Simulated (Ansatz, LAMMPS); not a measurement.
# Squeezing and shearing glassy 75Sc2O3-25SiO2 (mol %) (72 atoms), part 3 of 4

Aim: relax glassy 75Sc2O3-25SiO2 (mol %) (72 atoms), then change its volume and shape to read moduli from the stress.

Ansatz 0.2.0; Kohn-Sham DFT, PBE, PAW (set soft_1), plane waves.

The cell: 24 Sc, 4 Si and 44 O. The quench rate of 20 K/ps is many orders above laboratory rates. The starting topology of bonds comes from the classical model. Sampling is at Γ alone.

So far. Step 6 (Volume +3 %): The relaxation converged after 8 steps, 0.168 eV below its start, with a largest force component of 0.021 eV/Å. Step 6 (Volume +3 %): Volume +3 %: the energy stands 0.231 eV above that of the reference, at a pressure of -2.63 GPa.

### Step 7. Volume -6 %

The relaxed cell is scaled to another volume.

Input file input.yaml:

```yaml
crystal:
  lattice:
    - [9.71715, -0.07587, -0.16307]
    - [-0.07587, 9.38117, 0.10589]
    - [-0.16307, 0.10589, 9.48128]
  atoms:
    [... the 72 atom lines of step 4 ...]
kpoints:
  mp_grid: { grid: [1, 1, 1] }
hamiltonian:
  xc: pbe
  pseudopotentials: { kind: paw, azcp: { folder: soft_1 } }
scf:
  occupations: { method: fermi_dirac, width: 0.05 }
output:
  forces: true
  eigenvalues: true
  stress: true
relax:
  f_tol: 0.05
  max_steps: 70
```

The run is started by

```
ansatz run input.yaml --threads 4 --pin off --max-ram 8192MiB --backend cpu --events-out ev --progress --plain --runs-dir out
```

Numbers of over 12 decimals in the logs are rounded to 6 here.

The log of the run:

```text
[...]
Crystal: 72 atoms, lattice volume = 863.886 Å³
Basis set: ecut = 420 eV, 16899 PW (Γ), exchange–correlation on 144×128×128 points (8 copies of the dense FFT grid, shifted against one another)
Bands: 344, of which v1, the nominal top of the filled ones, is band 272 counted from 1 (271 counted from 0)
Symmetry: 1 space group operations
[...]
k-points: 1
[...]
SCF iter   1: F=—  HF=-78916.721107 eV  |F-HF|=—  |Δ(HF+E_count)|=         —  Δρ=6.97e-2  dr2=9.68e1  ethr=3.10e-3  ⟨swp⟩=4.0  Hψ=1265  notcnv=0  defer=30
[...]
SCF iter   8: F=—  HF=-78895.148434 eV  |F-HF|=—  |Δ(HF+E_count)|=   1.43e-4  Δρ=1.16e-4  dr2=1.25e-4  ethr=2.29e-7  ⟨swp⟩=2.0  Hψ=456  notcnv=0  defer=64
SCF iter   9: F=-78895.148487 eV  HF=-78895.148487 eV  |F-HF|=4.23e-7  |Δ(HF+E_count)|=   5.33e-5  Δρ=3.63e-5  dr2=1.29e-5  ethr=1.15e-8  ⟨swp⟩=16.0  Hψ=2258  notcnv=0
SCF 1 converged in 9 iterations: F = -78895.148487 eV  dr2 = 1.29e-5
[...]
relax step   1: F+E_penalty+E_count = -78895.14848730 eV  Δ(F+E_penalty+E_count) = +0.000e0 eV  max|allowed force component| = 8.136e-1 eV/Å  Δτ_max = 0.0000 Å  (9 SCF iters, dr2 threshold 6.25e-5 eV, accepted)
[...]
relax step   2: F+E_penalty+E_count = -78895.51836563 eV  Δ(F+E_penalty+E_count) = -3.699e-1 eV  max|allowed force component| = 4.920e-1 eV/Å  Δτ_max = 0.0812 Å  (6 SCF iters, dr2 threshold 4.14e-5 eV, accepted)
[...]
relax step   3: F+E_penalty+E_count = -78895.76650595 eV  Δ(F+E_penalty+E_count) = -2.481e-1 eV  max|allowed force component| = 2.727e-1 eV/Å  Δτ_max = 0.1320 Å  (7 SCF iters, dr2 threshold 1.51e-5 eV, accepted)
relax step   4: F+E_penalty+E_count = -78895.91586254 eV  Δ(F+E_penalty+E_count) = -1.494e-1 eV  max|allowed force component| = 1.771e-1 eV/Å  Δτ_max = 0.2000 Å  (7 SCF iters, dr2 threshold 2.28e-5 eV, accepted)
relax step   5: F+E_penalty+E_count = -78895.97915622 eV  Δ(F+E_penalty+E_count) = -6.329e-2 eV  max|allowed force component| = 9.139e-2 eV/Å  Δτ_max = 0.2000 Å  (7 SCF iters, dr2 threshold 9.63e-6 eV, accepted)
relax step   6: F+E_penalty+E_count = -78895.99732303 eV  Δ(F+E_penalty+E_count) = -1.817e-2 eV  max|allowed force component| = 2.068e-1 eV/Å  Δτ_max = 0.1981 Å  (9 SCF iters, accepted)
relax step   7: F+E_penalty+E_count = -78896.02441992 eV  Δ(F+E_penalty+E_count) = -2.710e-2 eV  max|allowed force component| = 1.661e-1 eV/Å  Δτ_max = 0.2000 Å  (7 SCF iters, dr2 threshold 1.14e-5 eV, accepted)
relax step   8: F+E_penalty+E_count = -78896.03460978 eV  Δ(F+E_penalty+E_count) = -1.019e-2 eV  max|allowed force component| = 1.032e-1 eV/Å  Δτ_max = 0.0392 Å  (6 SCF iters, dr2 threshold 1.78e-5 eV, accepted)
relax step   9: F+E_penalty+E_count = -78896.03673755 eV  Δ(F+E_penalty+E_count) = -2.128e-3 eV  max|allowed force component| = 2.701e-2 eV/Å  Δτ_max = 0.0312 Å  (6 SCF iters, dr2 threshold 4.10e-6 eV, accepted)
[...]
relax step  10: F+E_penalty+E_count = -78896.03673834 eV  Δ(F+E_penalty+E_count) = -7.929e-7 eV  max|allowed force component| = 2.697e-2 eV/Å  Δτ_max = 0.0000 Å  (4 SCF iters, accepted)
SCF converged after 4 iterations
Free energy (F): -78896.036738 eV
[...]
Internal energy: -78896.036738 eV  (E = F + TS)
E sigma→0 (E₀):  -78896.036738 eV
Fermi energy:    9.517528 eV
[...]
Σ components = -78896.036738   (vs F -78896.036738, Δ=0.00e0)
--- Forces (eV/Å), atoms counted from 1 ---
  atom   1  Sc     0.00634935    -0.00615847     0.01293209
  atom   2  Sc     0.00348884     0.00726982    -0.00287438
  atom   3  Sc     0.00865466     0.00944365     0.00002159
  atom   4  Sc     0.00808781     0.00238361     0.00494172
[...]
atom  72  O     -0.01337134     0.00969037    -0.01838743
  max |Σ_I F_I| component: 5.95e-5 eV/Å
--- Stress (GPa, compression-positive) ---
        5.941170      -0.277521       0.030046
       -0.277520       5.289795      -0.527236
        0.030048      -0.527235       4.427928
  P = ⅓ Tr σ = 5.2196 GPa (52.196 kbar)
--- Band table (eV) ---
[...]
--- Relaxed structure (10 steps of the walk, 10 accepted, 0 SCFs on fresh bases) ---
  F+E_penalty+E_count = -78896.03673834 eV   max|allowed force component| = 2.697e-2 eV/Å
  atoms:
    - { symbol: Sc, position: [0.663376, 0.384557, 0.199184] }
    - { symbol: Sc, position: [0.470496, 0.991191, 0.971710] }
    - { symbol: Sc, position: [0.670660, 0.246943, 0.907271] }
    - { symbol: Sc, position: [0.497638, 0.273409, 0.489718] }
[...]
- { symbol: O, position: [0.674340, 0.996402, 0.899818] }
```

The job ended after 91 s (4 threads of Arm Neoverse V2, shared host; peak memory 1.2 GiB; 5.7 min of CPU time).

The relaxation converged after 10 steps, 0.888 eV below its start, with a largest force component of 0.027 eV/Å.

Volume -6 %: the energy stands 0.972 eV above that of the reference, at a pressure of 5.22 GPa.

### Step 8. Volume +6 %

The relaxed cell is scaled to another volume.

Input and log are left out; they have the form of those shown for this kind of step.

Wall time 77 s (4 threads of Arm Neoverse V2, shared host); peak memory 1.3 GiB.

The relaxation converged after 7 steps, 0.636 eV below its start, with a largest force component of 0.043 eV/Å.

Volume +6 %: the energy stands 0.879 eV above that of the reference, at a pressure of -4.92 GPa.

### Step 9. Volume -10 %

The relaxed cell is scaled to another volume.

Input and log are left out; they have the form of those shown for this kind of step.

It took 2.1 min on 4 threads of Arm Neoverse V2, shared host; peak memory 1.2 GiB; 8 min of CPU time.

The relaxation converged after 15 steps, 2.90 eV below its start, with a largest force component of 0.032 eV/Å.

Volume -10 %: the energy stands 2.67 eV above that of the reference, at a pressure of 10.1 GPa.

### Step 10. Stretched by 1 % along x

The relaxed cell is strained along x alone, which gives the stiffness along x and its coupling to y and z.

input.yaml, the sections that differ from step 7:

```yaml
crystal:
  lattice:
    - [10.01885, -0.07745, -0.16647]
    - [-0.07822, 9.57667, 0.1081]
    - [-0.16813, 0.1081, 9.67886]
  atoms:
    [... the 72 atom lines of step 4 ...]
# kpoints, hamiltonian, scf, output, relax: as in step 7
```

The log of the run:

```text
[...]
Crystal: 72 atoms, lattice volume = 928.219 Å³
Basis set: ecut = 420 eV, 18095 PW (Γ), exchange–correlation on 144×144×144 points (8 copies of the dense FFT grid, shifted against one another)
Bands: 344, of which v1, the nominal top of the filled ones, is band 272 counted from 1 (271 counted from 0)
Symmetry: 1 space group operations
[...]
k-points: 1
[...]
SCF iter   1: F=—  HF=-78916.281464 eV  |F-HF|=—  |Δ(HF+E_count)|=         —  Δρ=8.00e-2  dr2=1.76e2  ethr=3.10e-3  ⟨swp⟩=5.0  Hψ=1276  notcnv=0  defer=21
[...]
SCF iter  13: F=-78896.925517 eV  HF=-78896.925524 eV  |F-HF|=7.03e-6  |Δ(HF+E_count)|=   5.48e-5  Δρ=5.87e-5  dr2=2.86e-5  ethr=1.15e-8  ⟨swp⟩=17.0  Hψ=2291  notcnv=0
SCF 1 converged in 13 iterations: F = -78896.925517 eV  dr2 = 2.86e-5
[...]
relax step   1: F+E_penalty+E_count = -78896.92551674 eV  Δ(F+E_penalty+E_count) = +0.000e0 eV  max|allowed force component| = 2.928e-1 eV/Å  Δτ_max = 0.0000 Å  (13 SCF iters, dr2 threshold 6.25e-5 eV, accepted)
[...]
relax step   2: F+E_penalty+E_count = -78896.94750664 eV  Δ(F+E_penalty+E_count) = -2.199e-2 eV  max|allowed force component| = 1.719e-1 eV/Å  Δτ_max = 0.0196 Å  (6 SCF iters, dr2 threshold 5.36e-6 eV, accepted)
[...]
relax step   3: F+E_penalty+E_count = -78896.95967097 eV  Δ(F+E_penalty+E_count) = -1.216e-2 eV  max|allowed force component| = 8.212e-2 eV/Å  Δτ_max = 0.0253 Å  (8 SCF iters, accepted)
relax step   4: F+E_penalty+E_count = -78896.90219356 eV  Δ(F+E_penalty+E_count) = +5.748e-2 eV  max|allowed force component| = 2.924e-1 eV/Å  Δτ_max = 0.2000 Å  (10 SCF iters, rejected (line search))
relax step   5: F+E_penalty+E_count = -78896.97059915 eV  Δ(F+E_penalty+E_count) = -1.093e-2 eV  max|allowed force component| = 5.597e-2 eV/Å  Δτ_max = 0.0518 Å  (10 SCF iters, accepted)
[...]
relax step   6: F+E_penalty+E_count = -78896.97383826 eV  Δ(F+E_penalty+E_count) = -3.239e-3 eV  max|allowed force component| = 4.063e-2 eV/Å  Δτ_max = 0.0420 Å  (8 SCF iters, accepted)
SCF converged after 8 iterations
Free energy (F): -78896.973838 eV
[...]
Internal energy: -78896.973838 eV  (E = F + TS)
E sigma→0 (E₀):  -78896.973838 eV
Fermi energy:    8.525420 eV
[...]
--- Forces (eV/Å), atoms counted from 1 ---
  atom   1  Sc     0.00193747     0.00037108    -0.00664576
  atom   2  Sc    -0.01895015     0.01138644     0.00913109
  atom   3  Sc     0.00373562     0.01381015     0.01015184
  atom   4  Sc    -0.00043814    -0.00041494     0.01115639
  atom   5  Sc    -0.00169226    -0.00933938     0.00778515
  atom   6  Sc    -0.00224259    -0.03021008    -0.00634749
  atom   7  Sc     0.00119323     0.00921988    -0.00055181
  atom   8  Sc    -0.00209628    -0.00297820     0.00373919
  atom   9  Sc     0.00550266    -0.00976475     0.00027801
  atom  10  Sc     0.00692432     0.00513354    -0.01281745
  atom  11  Sc     0.00155016     0.00040426    -0.01403735
  atom  12  Sc    -0.01160009     0.01837688     0.00133002
  atom  13  Sc     0.00272958    -0.01177406    -0.00730061
  atom  14  Sc    -0.00044402     0.00170426    -0.00878950
[...]
atom  71  O     -0.00471138     0.01665257    -0.00056906
  atom  72  O      0.01180138    -0.01199677    -0.00411093
  max |Σ_I F_I| component: 1.14e-4 eV/Å
--- Stress (GPa, compression-positive) ---
       -1.122102       0.177551      -0.027326
        0.177552      -0.805802       0.054045
       -0.027325       0.054046      -0.497085
  P = ⅓ Tr σ = -0.8083 GPa (-8.083 kbar)
--- Band table (eV) ---
[...]
--- Relaxed structure (6 steps of the walk, 5 accepted, 0 SCFs on fresh bases) ---
  F+E_penalty+E_count = -78896.97383826 eV   max|allowed force component| = 4.063e-2 eV/Å
  atoms:
    - { symbol: Sc, position: [0.678165, 0.386978, 0.196338] }
    - { symbol: Sc, position: [0.469126, 0.989781, 0.949723] }
    - { symbol: Sc, position: [0.678030, 0.250552, 0.908015] }
    - { symbol: Sc, position: [0.474575, 0.252785, 0.454803] }
[...]
- { symbol: O, position: [0.671327, 0.990539, 0.903910] }
```

The job ended after 67 s (4 threads; peak memory 1.3 GiB).

The relaxation converged after 6 steps, 0.0483 eV below its start, with a largest force component of 0.041 eV/Å.

Stretched by 1 % along x: the energy stands 0.0350 eV above that of the reference, at a pressure of -0.808 GPa.

### Step 11. Compressed by 1 % along x

The relaxed cell is strained along x alone, which gives the stiffness along x and its coupling to y and z.

input.yaml, the sections that differ from step 10:

```yaml
crystal:
  lattice:
    - [9.82045, -0.07745, -0.16647]
    - [-0.07668, 9.57667, 0.1081]
    - [-0.16481, 0.1081, 9.67886]
  atoms:
    [... the 72 atom lines of step 4 ...]
# kpoints, hamiltonian, scf, output, relax: as in step 10
```

The log of the run:

```text
[...]
Crystal: 72 atoms, lattice volume = 909.838 Å³
Basis set: ecut = 420 eV, 17763 PW (Γ), exchange–correlation on 144×144×144 points (8 copies of the dense FFT grid, shifted against one another)
Bands: 344, of which v1, the nominal top of the filled ones, is band 272 counted from 1 (271 counted from 0)
Symmetry: 1 space group operations
[...]
k-points: 1
[...]
SCF iter   1: F=—  HF=-78916.739261 eV  |F-HF|=—  |Δ(HF+E_count)|=         —  Δρ=6.82e-2  dr2=1.11e2  ethr=3.10e-3  ⟨swp⟩=4.0  Hψ=1270  notcnv=0  defer=25
[...]
SCF iter  10: F=—  HF=-78896.921532 eV  |F-HF|=—  |Δ(HF+E_count)|=   2.91e-5  Δρ=1.07e-4  dr2=8.51e-5  ethr=1.43e-7  ⟨swp⟩=2.0  Hψ=452  notcnv=0  defer=68
SCF iter  11: F=-78896.921540 eV  HF=-78896.921539 eV  |F-HF|=4.75e-7  |Δ(HF+E_count)|=   7.04e-6  Δρ=3.10e-5  dr2=1.08e-5  ethr=1.15e-8  ⟨swp⟩=19.0  Hψ=2060  notcnv=0
SCF 1 converged in 11 iterations: F = -78896.921540 eV  dr2 = 1.08e-5
[...]
relax step   1: F+E_penalty+E_count = -78896.92153985 eV  Δ(F+E_penalty+E_count) = +0.000e0 eV  max|allowed force component| = 3.760e-1 eV/Å  Δτ_max = 0.0000 Å  (11 SCF iters, dr2 threshold 6.25e-5 eV, accepted)
[...]
relax step   2: F+E_penalty+E_count = -78896.94459538 eV  Δ(F+E_penalty+E_count) = -2.306e-2 eV  max|allowed force component| = 2.093e-1 eV/Å  Δτ_max = 0.0187 Å  (5 SCF iters, dr2 threshold 8.84e-6 eV, accepted)
[...]
relax step   3: F+E_penalty+E_count = -78896.95658883 eV  Δ(F+E_penalty+E_count) = -1.199e-2 eV  max|allowed force component| = 8.400e-2 eV/Å  Δτ_max = 0.0264 Å  (6 SCF iters, dr2 threshold 2.74e-6 eV, accepted)
relax step   4: F+E_penalty+E_count = -78896.92355497 eV  Δ(F+E_penalty+E_count) = +3.303e-2 eV  max|allowed force component| = 1.661e-1 eV/Å  Δτ_max = 0.2000 Å  (10 SCF iters, rejected (line search))
relax step   5: F+E_penalty+E_count = -78896.95913900 eV  Δ(F+E_penalty+E_count) = -2.550e-3 eV  max|allowed force component| = 7.474e-2 eV/Å  Δτ_max = 0.1000 Å  (10 SCF iters, accepted)
relax step   6: F+E_penalty+E_count = -78896.96523509 eV  Δ(F+E_penalty+E_count) = -6.096e-3 eV  max|allowed force component| = 7.848e-2 eV/Å  Δτ_max = 0.1000 Å  (9 SCF iters, accepted)
relax step   7: F+E_penalty+E_count = -78896.96747007 eV  Δ(F+E_penalty+E_count) = -2.235e-3 eV  max|allowed force component| = 1.557e-2 eV/Å  Δτ_max = 0.0102 Å  (5 SCF iters, dr2 threshold 4.88e-6 eV, accepted)
[...]
relax step   8: F+E_penalty+E_count = -78896.96747076 eV  Δ(F+E_penalty+E_count) = -6.858e-7 eV  max|allowed force component| = 1.561e-2 eV/Å  Δτ_max = 0.0000 Å  (4 SCF iters, accepted)
SCF converged after 4 iterations
Free energy (F): -78896.967471 eV
[...]
Internal energy: -78896.967471 eV  (E = F + TS)
E sigma→0 (E₀):  -78896.967471 eV
Fermi energy:    8.760160 eV
[...]
Σ components = -78896.967471   (vs F -78896.967471, Δ=0.00e0)
--- Forces (eV/Å), atoms counted from 1 ---
  atom   1  Sc    -0.00216136     0.00448585    -0.00094312
  atom   2  Sc     0.00337731     0.00260463     0.00207600
  atom   3  Sc    -0.00356718     0.00100139    -0.00203393
  atom   4  Sc     0.00105079     0.00391137     0.00094294
[...]
atom  72  O     -0.00034743    -0.00023383     0.00042180
  max |Σ_I F_I| component: 1.21e-4 eV/Å
--- Stress (GPa, compression-positive) ---
        1.440341      -0.157560      -0.066760
       -0.157559       0.879909      -0.036712
       -0.066757      -0.036711       0.586840
  P = ⅓ Tr σ = 0.9690 GPa (9.690 kbar)
--- Band table (eV) ---
[...]
--- Relaxed structure (8 steps of the walk, 7 accepted, 0 SCFs on fresh bases) ---
  F+E_penalty+E_count = -78896.96747076 eV   max|allowed force component| = 1.561e-2 eV/Å
  atoms:
    - { symbol: Sc, position: [0.668095, 0.383850, 0.196732] }
    - { symbol: Sc, position: [0.463163, 0.987431, 0.947165] }
    - { symbol: Sc, position: [0.670982, 0.248950, 0.908264] }
    - { symbol: Sc, position: [0.483013, 0.255424, 0.461533] }
[...]
- { symbol: O, position: [0.668666, 0.991630, 0.902216] }
```

It took 77 s on 4 threads; peak memory 1.3 GiB; 4.8 min of CPU time.

The relaxation converged after 8 steps, 0.0459 eV below its start, with a largest force component of 0.016 eV/Å.

Compressed by 1 % along x: the energy stands 0.0414 eV above that of the reference, at a pressure of 0.969 GPa.

[end of part 3 of 4]

[Logs are printed without paths, hosts, clocks, repeated set-up lines and the standing remarks that a program may print on its own settings, such as how far it seeks lower states.]

[Hosts, paths, dates, database ids (printed as entryN), source tags and the programs' standing remarks are cut or masked in the printed files.]
